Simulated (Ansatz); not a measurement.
# AsSF, from a guessed structure to a relaxed one, part 2 of 2

This structure for AsSF is made up. Its elements were placed in a known structure type with a cell scaled to their sizes. What cell does the guess relax to, and how far off was it?

Ansatz 0.2.0; DFT, r2SCAN, plane-wave PAW, files of the set soft_1, scalar-relativistic, no spin, cell and ions relaxed at zero pressure; PAW set soft_1 (the session's first sound run).

So far: The starting structure; Relaxing cell and atoms. The relaxed cell has a = 3.504, c = 5.188 Å (conventional setting).

### Step 3. Bands of the relaxed cell

A second self-consistent run takes a narrower smearing and the mesh shown in its input; the bands follow along the standard path of the relaxed lattice.

This step: DFT, r2SCAN, plane-wave PAW, files of the set soft_1, scalar-relativistic, no spin, bands and density of states at the relaxed cell; PAW set soft_1 (Ansatz 0.2.0).

File input.yaml:

```yaml
crystal:
  lattice:
    - [3.5040561001, 0.0, 0.0]
    - [-1.7520280501, 3.034601599, 0.0]
    - [0.0, 0.0, 5.1876269585]
  atoms:
    - { symbol: As, position: [0.0, 0.0, -0.0225462888] }
    - { symbol: S, position: [0.3333333333, 0.6666666667, 0.2431611548] }
    - { symbol: F, position: [0.6666666667, 0.3333333333, 0.7669851341] }
kpoints:
  mp_grid: { grid: [10, 10, 6] }
  band_path:
    path:
      - [[0.0, 0.0, 0.0], [0.5, 0.0, 0.0], [0.33333333, 0.33333333, 0.0], [0.0, 0.0, 0.0], [0.0, 0.0, 0.5], [0.5, 0.0, 0.5], [0.33333333, 0.33333333, 0.5], [0.0, 0.0, 0.5]]
      - [[0.5, 0.0, 0.5], [0.5, 0.0, 0.0]]
      - [[0.33333333, 0.33333333, 0.0], [0.33333333, 0.33333333, 0.5]]
    npoints: 8
scf:
  occupations: { method: fermi_dirac, width: 0.03 }
  n_extra_bands: 7
hamiltonian:
  xc: r2scan
  pseudopotentials: { kind: paw, azcp: { folder: soft_1 } }
output:
  forces: true
  stress: true
  write_bands: true
  dos: { projected: true }
  write_density: true
  write_potential: true
  elf: true
  volumetric_format: npy
```

Run with:

```
> ansatz run input.yaml --threads 4 --pin off --max-ram 8192MiB --backend cpu --events-out ev --progress --plain --runs-dir out
```

Numbers of over 12 decimals in the logs are rounded to 6 here.

The program printed:

```text
[...]
Crystal: 3 atoms, lattice volume = 55.162 Å³
Basis set: ecut = 500 eV, 1399 PW (Γ), exchange–correlation on 108×108×160 points (64 copies of the dense FFT grid, shifted against one another)
Bands: 21, of which v1, the nominal top of the filled ones, is band 14 counted from 1 (13 counted from 0)
Symmetry: 6 space group operations
[...]
k-points: 72 of 600 (time reversal used)
[...]
SCF iter   1: F=—  HF=-6584.087323 eV  |F-HF|=—  |Δ(HF+E_count)|=         —  Δρ=2.28e-1  dr2=3.68e1  dr2_τ=7.52e-1  ethr=3.10e-3  ⟨swp⟩=7.2  Hψ=9174  notcnv=0
[...]
SCF iter  11: F=-6579.885337 eV  HF=-6579.885337 eV  |F-HF|=3.15e-9  |Δ(HF+E_count)|=   3.37e-8  Δρ=3.03e-6  dr2=5.59e-9  dr2_τ=3.68e-10  ethr=3.57e-10  ⟨swp⟩=16.5  Hψ=12424  notcnv=0
SCF 1 converged in 11 iterations: F = -6579.885337 eV  dr2 = 5.59e-9
[...]
NSCF: frozen V_eff on 75 k-points
SCF converged after 11 iterations
Free energy (F): -6579.885337 eV
[...]
Internal energy: -6579.885337 eV  (E = F + TS)
E sigma→0 (E₀):  -6579.885337 eV
Fermi energy:    5.933879 eV
[...]
--- Forces (eV/Å), atoms counted from 1 ---
  atom   1  As    -0.00000000    -0.00000000    -0.00077122
  atom   2  S     -0.00000000    -0.00000000     0.00171834
  atom   3  F      0.00000000     0.00000000    -0.00097212
  max |Σ_I F_I| component: 2.50e-5 eV/Å
--- Stress (GPa, compression-positive) ---
        0.001735       0.000000      -0.000000
        0.000000       0.001735       0.000000
       -0.000000       0.000000       0.006562
  P = ⅓ Tr σ = 0.0033 GPa (0.033 kbar)
--- Band table (eV; the first three rows and the last of 72) ---
  k-point 0: bands = [... 10 lower, 2.0992, 3.6576, 3.6576, 3.9403, 7.1740, 8.6259, 8.6259, 15.0274, ... 3 higher]
  k-point 1: bands = [... 10 lower, 1.9549, 3.6678, 3.6678, 4.1773, 7.1195, 8.5926, 8.5926, 14.6284, ... 3 higher]
  k-point 2: bands = [... 10 lower, 1.7231, 3.6886, 3.6886, 4.6270, 6.9768, 8.5263, 8.5263, 14.1749, ... 3 higher]
  k-point 71: bands = [... 10 lower, 0.2551, 2.4518, 3.2713, 4.5565, 8.5292, 10.1488, 10.6478, 14.6531, ... 3 higher]
```

Run time: 4 s. Hardware: 4 threads of Intel Xeon 6975P-C (Granite Rapids), shared host; peak memory 0.6 GiB.

The column dr2 measures how far the density is from self-consistency, as an energy; F and HF (Harris–Foulkes) agree once it is small.

Numbers from this step:

```
free energy       : -6579.8853 eV
Fermi energy      : 5.934 eV
gap by band count : 1.956 eV
pressure          : 0.003344 GPa
gap on the k-mesh : 1.956 eV
```

From bands.tsv. The electronic bands at the labelled points (eV, zero at the valence top; v1 is the highest filled band, c1 the lowest empty one):

```csv
point,v4,v3,v2,v1,c1,c2,c3,c4
Γ,-2.82,-1.26,-1.26,-0.98,2.25,3.71,3.71,10.11
halfway,-3.71,-2.14,-1.69,-0.34,2.46,4.57,4.95,8.31
M,-3.97,-2.24,-1.98,-0.91,2.99,4.83,5.00,7.13
halfway,-4.09,-2.76,-2.13,-0.60,4.12,4.50,5.19,7.62
K,-4.52,-3.04,-2.11,-0.49,4.26,4.78,5.68,9.06
halfway,-3.54,-2.38,-2.01,-0.26,3.20,4.24,5.22,8.20
Γ,-2.82,-1.26,-1.26,-0.98,2.25,3.71,3.71,10.11
halfway,-3.09,-1.24,-1.24,-0.52,2.14,3.64,3.64,9.45
A,-3.29,-1.22,-1.22,-0.06,1.96,3.57,3.57,9.10
halfway,-3.39,-2.69,-1.78,-0.27,2.89,4.56,5.09,8.60
L,-3.59,-2.15,-2.10,-1.15,3.24,5.03,5.11,8.51
halfway,-4.12,-2.41,-1.80,-0.68,4.07,4.39,5.57,8.86
H,-4.80,-2.47,-1.60,-0.33,3.53,5.31,5.81,10.16
halfway,-3.60,-2.51,-2.12,-0.21,3.56,4.34,5.24,8.49
A,-3.29,-1.22,-1.22,-0.06,1.96,3.57,3.57,9.10
jump to L,-3.59,-2.15,-2.10,-1.15,3.24,5.03,5.11,8.51
halfway,-3.80,-2.07,-2.06,-1.10,3.10,4.96,5.06,7.73
M,-3.97,-2.24,-1.98,-0.91,2.99,4.83,5.00,7.13
jump to K,-4.52,-3.04,-2.11,-0.49,4.26,4.78,5.68,9.06
halfway,-4.66,-2.75,-1.84,-0.41,3.89,5.04,5.74,9.42
H,-4.80,-2.47,-1.60,-0.33,3.53,5.31,5.81,10.16
```

States per cell as run, both spins, in windows of 1 eV, from dos.tsv (zero at the valence-band top):

```
from  to  total
  -8  -7   0.00
  -7  -6   0.00
  -6  -5   1.53
  -5  -4   2.65
  -4  -3   1.78
  -3  -2   2.59
  -2  -1   1.48
  -1   0   1.97
   0   1   0.00
   1   2   0.00
   2   3   0.59
   3   4   1.55
   4   5   2.27
   5   6   1.59
```

A further 16.0 states lie below the table's range.

Electrostatic potential energy in the ac plane at fractional y = 0.000, with atoms of As within 0.2 Å of it. With pseudopotentials it is smooth inside the atoms' cores, unlike the true potential.

Values in eV, 20 rows by 14 columns, each cell a mean:
```
 14  14   0 -12  -3   5   8   8   7   4  -6 -11   4  14
 10   5  -7 -11   0   6   8   9   8   5  -3 -12  -4   7
 -5  -9 -11  -5   4   7   9   9   9   7   2  -7 -11  -8
 -9  -7  -3   4   7   9  10   9   9   9   7   2  -4  -8
  3   4   6   8   9  10  10  10  10  10   9   7   6   4
  8   8   9  10  10  11  11  11  11  11  10   9   9   8
 10  10  10  11  11  11  12  12  12  11  11  11  10  10
 11  11  11  11  12  12  12  12  12  12  12  11  11  11
 11  11  11  11  12  12  12  12  12  12  12  11  11  11
 11  11  11  11  11  11  11  11  11  11  11  11  11  11
 11  11  11  11  11  11  10  10  10  11  11  11  11  11
 11  11  11  10  10  10   9   9   9  10  10  10  11  11
 10  10  10  10   9   8   7   7   7   8   9  10  10  10
  9   9   9   9   8   6   4   4   5   6   8   9   9   9
  7   7   7   7   7   5   3   2   3   5   7   8   7   7
  2   3   5   6   6   5   3   2   3   5   6   6   4   3
-10  -8  -3   3   5   5   4   4   5   5   5   2  -4  -9
 -9 -11 -12  -5   3   5   6   6   6   5   2  -7 -12 -11
  8   3  -9 -11   0   5   7   7   7   5  -3 -12  -7   5
 14  13   0 -12  -3   5   7   8   7   4  -6 -11   4  14
```
Columns run along a (3.5 Å; values clipped at the 3rd and 97th percentile), rows up along c (5.2 Å). Atoms in or near the plane, at fractional coordinates: As at (0.00, 0.98).

Valence density in the ac plane at fractional y = 0.000, with atoms of As within 0.2 Å of it. It is the smooth field of the valence electrons, not physical close to the nuclei.

Ten steps, logarithmic in the rise over the least value, from '_' (0 e/Å³) to '@' (36 e/Å³), each cell a mean:
```
@@%%++::..__________..--**@@
%%**==::..__________..::==##
==--::....__________....::==
::......______________......
....______________________..
____________________________
____________________________
____________________________
____________________________
____________________________
____________________________
____________________________
____________....____________
__________..........________
________..............______
______..................____
............................
==--::..................::--
##**==::....______....::==**
@@%%++::..________....--**%%
```
Columns run along a (3.5 Å), rows up along c (5.2 Å). Atoms in or near the plane, at fractional coordinates: As at (0.00, 0.98).

ELF in the ac plane at fractional y = 0.000, with atoms of As within 0.2 Å of it. It is the smooth field of the valence electrons, not physical close to the nuclei.

Ten even steps from '_' (0.00) to '@' (0.81), each cell a mean:
```
--::++##++::____..::**##==::
==++####==..______::++####==
%%%%%%**--....::....--##%%%%
@@@@%%==....--==--..::++%%@@
@@%%**::..::==++==::..--**@@
##++::____::==++--::__..--**
::..______..::--::..______..
____________________________
____________________________
____________________________
________::--======--..______
______::==**##%%##**==..____
____..--**%%@@@@%%##++::____
____..==##%%@@@@@@%%**--..__
....::==##%%@@@@@@%%**==::..
::----++##%%%%%%%%%%**==--::
====++++**##%%%%%%##**++++==
==++**********************++
::--++**++==----====****++--
::::==**++--....::--****==::
```
Columns run along a (3.5 Å), rows up along c (5.2 Å). Atoms in or near the plane, at fractional coordinates: As at (0.00, 0.98).

### Step 4. Outcome

* space group, relaxed: P3m1
* conventional cell: a = 3.504, b = 3.504, c = 5.188 Å; α = 90.0°, β = 90.0°, γ = 120.0°
* volume per atom: 18.39 Å³ (guess 23.73)

What this shows: AsSF relaxes to P3m1 with a = 3.504, b = 3.504 and c = 5.188 Å. The guessed volume was 29 % too large. The space group P3m1 was held in the relaxation, so the end point is a stationary structure within it and may be a saddle against distortions or other arrangements. It has an indirect Kohn–Sham gap of 1.96 eV, which semilocal functionals understate. On the 10×10×6 mesh with the narrower smearing (relaxed on 8×8×5) the largest force component is 0.002 eV/Å and the largest stress component is 0.007 GPa, within the relaxation's thresholds of 0.015 eV/Å and 0.05 GPa. The cutoff wasn't tested. A vector of the cell changed its length by 12 %, more than the volume shows. No dispersion term is used, so weakly bound directions may come out too long. Nothing here tests whether the compound is stable against decomposition.

[Logs are printed without paths, hosts, clocks, repeated set-up lines and the standing remarks that a program may print on its own settings, such as how far it seeks lower states.]

[Hosts, paths, dates, database ids (printed as entryN), source tags and the programs' standing remarks are cut or masked in the printed files.]
